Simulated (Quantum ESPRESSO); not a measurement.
**Constrained canting in MnS (Browneite)**

How does the energy of MnS (Browneite) follow the angle between its sublattices, and is it a Heisenberg cosine?

Program: Quantum ESPRESSO 7.5. Level of theory: LDA with U = 4 eV on Mn d (ortho-atomic projectors); plane waves with GBRV 1.5 LDA potentials, no spin-orbit coupling. Results are calculated unless marked as measured.

### Step 1. The starting structure

The structure is cubic, space group F-43m (No. 216). The conventional cell has a = 5.600 Å, b = 5.600 Å, c = 5.600 Å, α = 90.00°, β = 90.00°, γ = 90.00°. Mn has 4 S at 2.42 Å nearest. Nearest to S lie 4 Mn at 2.42 Å. Farther neighbours and most contacts between anions are not listed.

Coordinates:

```cif
data_structure
_symmetry_space_group_name_H-M 'F-43m'
_symmetry_Int_Tables_number 216
_cell_length_a 5.6000
_cell_length_b 5.6000
_cell_length_c 5.6000
_cell_angle_alpha 90.000
_cell_angle_beta 90.000
_cell_angle_gamma 90.000
_cell_volume 175.62
loop_
_atom_site_label
_atom_site_type_symbol
_atom_site_symmetry_multiplicity
_atom_site_Wyckoff_symbol
_atom_site_fract_x
_atom_site_fract_y
_atom_site_fract_z
_atom_site_occupancy
Mn1 Mn 4 a 0.00000 0.00000 0.00000 1
S1 S 4 c 0.75000 0.75000 0.25000 1
```

The cell comes from the Crystallography Open Database.

### Step 2. The collinear order that defines the sublattices

Typed as antiferro q=(0,1/2,1/2) +-. The wavevector q is in fractions of the reciprocal vectors of the crystal's primitive cell, as the cells of these inputs are built from it; moments change sign between cells as cos(2π q·R).

File pw.in:

```
&CONTROL
  calculation = 'scf'
  prefix = 'pwscf'
  outdir = './tmp'
  pseudo_dir = './pseudo'
  disk_io = 'nowf'
/
&SYSTEM
  ibrav = 0
  celldm(1) = 8
  nat = 4
  ntyp = 3
  ecutwfc = 34
  ecutrho = 238
  nbnd = 30
  occupations = 'smearing'
  smearing = 'fd'
  degauss = 0.00734986
  nspin = 2
  starting_magnetization(1) = 0.3
  starting_magnetization(2) = -0.3
  starting_magnetization(3) = 0
/
&ELECTRONS
  conv_thr = 4d-08
  electron_maxstep = 150
  mixing_beta = 0.3
/
ATOMIC_SPECIES
Mn1    54.9380 mn_lda_v1.5.uspp.F.UPF
Mn2    54.9380 mn_lda_v1.5.uspp.F.UPF
S      32.0600 s_lda_v1.4.uspp.F.UPF
CELL_PARAMETERS alat
   0.0000000000000    0.6614041436190    0.6614041436190
   1.3228082872380    0.0000000000000    1.3228082872380
   1.3228082872380    0.6614041436190    0.6614041436190
ATOMIC_POSITIONS crystal
Mn1     0.0000000000    0.0000000000    0.0000000000
Mn2     0.0000000000    0.5000000000    0.0000000000
S       0.2500000000    0.0000000000    0.2500000000
S       0.2500000000    0.5000000000    0.2500000000
K_POINTS automatic
4 2 4 0 0 0
HUBBARD {ortho-atomic}
U Mn1-3d 4.0000
U Mn2-3d 4.0000
```

Command:

```sh
$ OMP_NUM_THREADS=1 mpirun -n 3 pw.x -nk 3 -in pw.in > pw.out
```

The program printed:

```text
Program PWSCF v.7.5 starts

     Message from routine setup:
     using ibrav=0 with symmetry is DISCOURAGED, use correct ibrav instead

     K-points division:     npool     =       3
     Subspace diagonalization in iterative solution of the eigenvalue problem:

     G-vector sticks info
     --------------------
     sticks:   dense  smooth     PW     G-vecs:    dense   smooth      PW
     Sum        1843    1043    325                36763    15735    2725

     Using Slab Decomposition

     bravais-lattice index     =            0
     lattice parameter (alat)  =       8.0000  a.u.
     unit-cell volume          =     592.5578 (a.u.)^3
     number of atoms/cell      =            4
     number of atomic types    =            3
     number of electrons       =        42.00
     number of Kohn-Sham states=           30
     kinetic-energy cutoff     =      34.0000  Ry
     charge density cutoff     =     238.0000  Ry
     scf convergence threshold =      4.0E-08
     mixing beta               =       0.3000
     number of iterations used =            8  plain     mixing
     Exchange-correlation=  SLA  PZ   NOGX NOGC
                           (   1   1   0   0   0   0   0)
     Hubbard projectors: ortho-atomic
     Hubbard parameters of DFT+U (Dudarev formulation) in eV:
     U(Mn1-3d) =  4.0000
     U(Mn2-3d) =  4.0000

     Internal variables: lda_plus_u =T, lda_plus_u_kind = 0

     Internal variables: orbital_resolved =F, hub_pot_fix =F, apply_U = F

     celldm(1)=   8.000000  celldm(2)=   0.000000  celldm(3)=   0.000000
     celldm(4)=   0.000000  celldm(5)=   0.000000  celldm(6)=   0.000000

     crystal axes: (cart. coord. in units of alat)
               a(1) = (   0.000000   0.661404   0.661404 )
               a(2) = (   1.322808   0.000000   1.322808 )
               a(3) = (   1.322808   0.661404   0.661404 )

     reciprocal axes: (cart. coord. in units 2 pi/alat)
               b(1) = ( -0.755967  0.755967  0.755967 )
               b(2) = (  0.000000 -0.755967  0.755967 )
               b(3) = (  0.755967  0.755967 -0.755967 )

     PseudoPot. # 1 for Mn read from file:
     mn_lda_v1.5.uspp.F.UPF
     Pseudo is Ultrasoft + core correction, Zval = 15.0
     Generated by new atomic code, or converted to UPF format
     Using radial grid of  859 points,  6 beta functions with:
                l(1) =   0
                l(2) =   0
                l(3) =   1
                l(4) =   1
                l(5) =   2
                l(6) =   2
     Q(r) pseudized with  8 coefficients,  rinner =    0.950   0.950   0.950
                                                       0.950   0.950

     PseudoPot. # 2 for Mn read from file:
     mn_lda_v1.5.uspp.F.UPF
     Pseudo is Ultrasoft + core correction, Zval = 15.0
     Generated by new atomic code, or converted to UPF format
     Using radial grid of  859 points,  6 beta functions with:
                l(1) =   0
                l(2) =   0
                l(3) =   1
                l(4) =   1
                l(5) =   2
                l(6) =   2
     Q(r) pseudized with  8 coefficients,  rinner =    0.950   0.950   0.950
                                                       0.950   0.950

     PseudoPot. # 3 for S  read from file:
     s_lda_v1.4.uspp.F.UPF
     Pseudo is Ultrasoft + core correction, Zval =  6.0
     Generated by new atomic code, or converted to UPF format
     Using radial grid of  907 points,  6 beta functions with:
                l(1) =   0
                l(2) =   0
                l(3) =   1
                l(4) =   1
                l(5) =   2
                l(6) =   2
     Q(r) pseudized with  8 coefficients,  rinner =    1.300   1.300   1.300
                                                       1.300   1.300

     atomic species   valence    mass     pseudopotential
     Mn1              15.00    54.93800     Mn( 1.00)
     Mn2              15.00    54.93800     Mn( 1.00)
     S                 6.00    32.06000     S ( 1.00)

     Starting magnetic structure
     atomic species   magnetization
     Mn1             0.300
     Mn2            -0.300
     S               0.000

      8 Sym. Ops. (no inversion) found

   Cartesian axes

     site n.     atom                  positions (alat units)
         1        Mn1    tau(   1) = (   0.0000000   0.0000000   0.0000000  )
         2        Mn2    tau(   2) = (   0.6614041   0.0000000   0.6614041  )
         3        S      tau(   3) = (   0.3307021   0.3307021   0.3307021  )
         4        S      tau(   4) = (   0.9921062   0.3307021   0.9921062  )

     number of k points=    10  Fermi-Dirac smearing, width (Ry)=  0.0073
                       cart. coord. in units 2pi/alat
        k(    1) = (   0.0000000   0.0000000   0.0000000), wk =   0.0312500
        k(    2) = (   0.1889919   0.1889919  -0.1889919), wk =   0.2500000
        k(    3) = (  -0.3779837  -0.3779837   0.3779837), wk =   0.0625000
        k(    4) = (  -0.0000000   0.3779837  -0.3779837), wk =   0.0625000
        k(    5) = (  -0.3779837   0.0000000   0.0000000), wk =   0.0312500
        [... 5 further k-points ...]

     Dense  grid:    36763 G-vectors     FFT dimensions: (  40,  75,  64)

     Smooth grid:    15735 G-vectors     FFT dimensions: (  27,  60,  50)

     Check: negative core charge=   -0.000019
     Generating pointlists ...
     new r_m :   0.2363 (alat units)  1.8902 (a.u.) for type    1
     new r_m :   0.2363 (alat units)  1.8902 (a.u.) for type    2
     new r_m :   0.2363 (alat units)  1.8902 (a.u.) for type    3

     Initial potential from superposition of free atoms

     starting charge      40.9998, renormalised to      42.0000

     STARTING HUBBARD OCCUPATIONS:

     =================== HUBBARD OCCUPATIONS ===================
     ------------------------ ATOM    1 ------------------------
     Tr[ns(  1)] (up, down, total) =   5.00000  0.00000  5.00000
     Atomic magnetic moment for atom   1 =   5.00000
     [... lines left out ...]
     ------------------------ ATOM    2 ------------------------
     Tr[ns(  2)] (up, down, total) =   0.00000  5.00000  5.00000
     Atomic magnetic moment for atom   2 =  -5.00000
     [... lines left out ...]
     Number of occupied Hubbard levels =   10.0000

     Atomic wfc used for Hubbard projectors are orthogonalized

     Starting wfcs are   34 randomized atomic wfcs

     Self-consistent Calculation

     iteration #  1     ecut=    34.00 Ry     beta= 0.30
     Davidson diagonalization with overlap
     ethr =  1.00E-02,  avg # of iterations =  4.8

     =================== HUBBARD OCCUPATIONS ===================
     ------------------------ ATOM    1 ------------------------
     Tr[ns(  1)] (up, down, total) =   4.80207  0.18265  4.98472
     Atomic magnetic moment for atom   1 =   4.61942
     [... lines left out ...]
     ------------------------ ATOM    2 ------------------------
     Tr[ns(  2)] (up, down, total) =   0.18283  4.80295  4.98578
     Atomic magnetic moment for atom   2 =  -4.62011
     [... lines left out ...]
     Number of occupied Hubbard levels =    9.9705

     total energy              =    -470.28532461 Ry
     estimated scf accuracy    <       1.06187600 Ry

     total magnetization       =    -0.00 Bohr mag/cell
     absolute magnetization    =     9.45 Bohr mag/cell

     iteration #  2     ecut=    34.00 Ry     beta= 0.30
     Davidson diagonalization with overlap
     ethr =  2.53E-03,  avg # of iterations =  2.0

     total energy              =    -470.47636303 Ry
     estimated scf accuracy    <       0.04600191 Ry

     total magnetization       =    -0.00 Bohr mag/cell
     absolute magnetization    =     9.51 Bohr mag/cell

     iteration #  3     ecut=    34.00 Ry     beta= 0.30
     Davidson diagonalization with overlap
     ethr =  1.10E-04,  avg # of iterations =  5.9

     negative rho (up, down):  0.000E+00 1.986E-04

     total energy              =    -470.48872987 Ry
     estimated scf accuracy    <       0.02403970 Ry

     total magnetization       =    -0.00 Bohr mag/cell
     absolute magnetization    =     9.46 Bohr mag/cell

     [... further iterations left out ...]

     iteration #  8     ecut=    34.00 Ry     beta= 0.30
     Davidson diagonalization with overlap
     ethr =  3.45E-07,  avg # of iterations =  2.0

     negative rho (up, down):  0.000E+00 2.877E-04

     total energy              =    -470.49267435 Ry
     estimated scf accuracy    <       0.00001507 Ry

     total magnetization       =     0.00 Bohr mag/cell
     absolute magnetization    =     9.52 Bohr mag/cell

     iteration #  9     ecut=    34.00 Ry     beta= 0.30
     Davidson diagonalization with overlap
     ethr =  3.59E-08,  avg # of iterations =  2.5

     negative rho (up, down):  0.000E+00 2.875E-04

     total energy              =    -470.49267928 Ry
     estimated scf accuracy    <       0.00000017 Ry

     total magnetization       =    -0.00 Bohr mag/cell
     absolute magnetization    =     9.52 Bohr mag/cell

     iteration # 10     ecut=    34.00 Ry     beta= 0.30
     Davidson diagonalization with overlap
     ethr =  3.98E-10,  avg # of iterations =  7.2

     negative rho (up, down):  0.000E+00 2.875E-04

     total energy              =    -470.49267938 Ry
     estimated scf accuracy    <       0.00000091 Ry

     total magnetization       =    -0.00 Bohr mag/cell
     absolute magnetization    =     9.52 Bohr mag/cell

     iteration # 11     ecut=    34.00 Ry     beta= 0.30
     Davidson diagonalization with overlap
     ethr =  3.98E-10,  avg # of iterations =  3.0

     negative rho (up, down):  0.000E+00 2.874E-04

     Magnetic moment per site  (integrated on atomic sphere of radius R)
     atom   1 (R=0.236)  charge= 12.9242  magn=  4.2481
     atom   2 (R=0.236)  charge= 12.9242  magn= -4.2482
     atom   3 (R=0.236)  charge=  4.2148  magn= -0.0000
     atom   4 (R=0.236)  charge=  4.2148  magn= -0.0000

     End of self-consistent calculation

     =================== HUBBARD OCCUPATIONS ===================
     ------------------------ ATOM    1 ------------------------
     Tr[ns(  1)] (up, down, total) =   4.94188  0.33715  5.27902
     Atomic magnetic moment for atom   1 =   4.60473
     [... lines left out ...]
     ------------------------ ATOM    2 ------------------------
     Tr[ns(  2)] (up, down, total) =   0.33715  4.94188  5.27903
     Atomic magnetic moment for atom   2 =  -4.60473
     [... lines left out ...]
     Number of occupied Hubbard levels =   10.5581

     [... lines left out ...]
     the Fermi energy is     7.1107 ev

!    total energy              =    -470.49267952 Ry
     estimated scf accuracy    <       0.00000004 Ry
     smearing contrib. (-TS)   =      -0.00000016 Ry
     internal energy E=F+TS    =    -470.49267937 Ry

     The total energy is F=E-TS. E is the sum of the following terms:
     one-electron contribution =    -316.18675441 Ry
     hartree contribution      =     168.52467172 Ry
     xc contribution           =     -69.50098709 Ry
     ewald contribution        =    -253.43760864 Ry
     Hubbard energy            =       0.10799905 Ry

     total magnetization       =    -0.00 Bohr mag/cell
     absolute magnetization    =     9.52 Bohr mag/cell

     convergence has been achieved in  11 iterations

=------------------------------------------------------------------------------=
   JOB DONE.
=------------------------------------------------------------------------------=
```

Elapsed: 94 s, on 3 MPI ranks of Intel Xeon at 2.80GHz (Skylake/Cascade Lake), shared host; peak memory 0.4 GiB; 93 s of CPU time.

Spin moment in the atom's sphere by atom:

| atom | spin moment in the atom's sphere (μB) |
| --- | --- |
| Mn1 | 4.25 |
| Mn2 | -4.25 |
| S3 | 0.00 |
| S4 | 0.00 |

This step gave:

```
smearing term TS       : 2.11e-6 eV
magnetization          : 0 μB
absolute magnetization : 9.52 μB
final state            : antiferromagnetic
```

### Step 3. The parallel state in the same cell

This run has no penalty. It is needed because the penalty of the later runs acts on every atom: an induced moment is typed with its parallel value times cos(θ/2) along z and its opposed value times sin(θ/2) along x, rounded to 0.01 μB.

File pw.in:

```
&CONTROL
  calculation = 'scf'
  prefix = 'pwscf'
  outdir = './tmp'
  pseudo_dir = './pseudo'
  disk_io = 'nowf'
/
&SYSTEM
  ibrav = 0
  celldm(1) = 8
  nat = 4
  ntyp = 2
  ecutwfc = 34
  ecutrho = 238
  nbnd = 34
  occupations = 'smearing'
  smearing = 'fd'
  degauss = 0.00734986
  nspin = 2
  starting_magnetization(1) = 0.3
  starting_magnetization(2) = 0
/
&ELECTRONS
  conv_thr = 4d-08
  electron_maxstep = 150
  mixing_beta = 0.3
/
ATOMIC_SPECIES
Mn     54.9380 mn_lda_v1.5.uspp.F.UPF
S      32.0600 s_lda_v1.4.uspp.F.UPF
CELL_PARAMETERS alat
   0.0000000000000    0.6614041436190    0.6614041436190
   1.3228082872380    0.0000000000000    1.3228082872380
   1.3228082872380    0.6614041436190    0.6614041436190
ATOMIC_POSITIONS crystal
Mn      0.0000000000    0.0000000000    0.0000000000
Mn      0.0000000000    0.5000000000    0.0000000000
S       0.2500000000    0.0000000000    0.2500000000
S       0.2500000000    0.5000000000    0.2500000000
K_POINTS automatic
4 2 4 0 0 0
HUBBARD {ortho-atomic}
U Mn-3d 4.0000
```

The program printed:

```text
     [... lines left out ...]
Program PWSCF v.7.5 starts
     [... lines left out ...]
     number of atoms/cell      =            4
     [... lines left out ...]
     number of electrons       =        42.00
     number of Kohn-Sham states=           34
     kinetic-energy cutoff     =      34.0000  Ry
     charge density cutoff     =     238.0000  Ry
     scf convergence threshold =      4.0E-08
     [... lines left out ...]
      8 Sym. Ops. (no inversion) found
     [... lines left out ...]
     number of k points=    10  Fermi-Dirac smearing, width (Ry)=  0.0073
     [... lines left out ...]
     iteration # 10     ecut=    34.00 Ry     beta= 0.30
     [... lines left out ...]
     Magnetic moment per site  (integrated on atomic sphere of radius R)
     atom   1 (R=0.236)  charge= 12.9167  magn=  4.3302
     atom   2 (R=0.236)  charge= 12.9166  magn=  4.3302
     atom   3 (R=0.236)  charge=  4.2251  magn=  0.0772
     atom   4 (R=0.236)  charge=  4.2251  magn=  0.0772
     [... lines left out ...]
     Tr[ns(  1)] (up, down, total) =   4.95553  0.28217  5.23770
     [... lines left out ...]
     Tr[ns(  2)] (up, down, total) =   4.95553  0.28217  5.23770
     [... lines left out ...]
     the Fermi energy is     7.3609 ev
!    total energy              =    -470.47493636 Ry
     estimated scf accuracy    <          8.8E-09 Ry
     smearing contrib. (-TS)   =      -0.00009090 Ry
     [... lines left out ...]
     total magnetization       =    10.00 Bohr mag/cell
     absolute magnetization    =    10.00 Bohr mag/cell
     convergence has been achieved in  10 iterations
```

Wall time 73 s (3 MPI ranks); peak memory 0.39 GiB.

Spin moment in the atom's sphere by atom:

| atom | spin moment in the atom's sphere (μB) |
| --- | --- |
| Mn1 | 4.33 |
| Mn2 | 4.33 |
| S3 | 0.08 |
| S4 | 0.08 |

Read from the output:

- smearing term TS: 0.001237 eV
- magnetization: 9.998 μB
- absolute magnetization: 9.998 μB
- final state: ferromagnetic

[end of part 1 of 2]

[Logs and program files are shortened in this print: banners, set-up blocks, solver, clock and traceback lines can be left out without a mark of their own.]

[Logs are printed without paths, hosts, clocks, repeated set-up lines and the standing remarks that a program may print on its own settings, such as how far it seeks lower states.]

[Hosts, paths, dates, database ids (printed as entryN), source tags and the programs' standing remarks are cut or masked in the printed files.]

[Where a cell is said to come from a database of computed structures, the database is the Materials Project.]
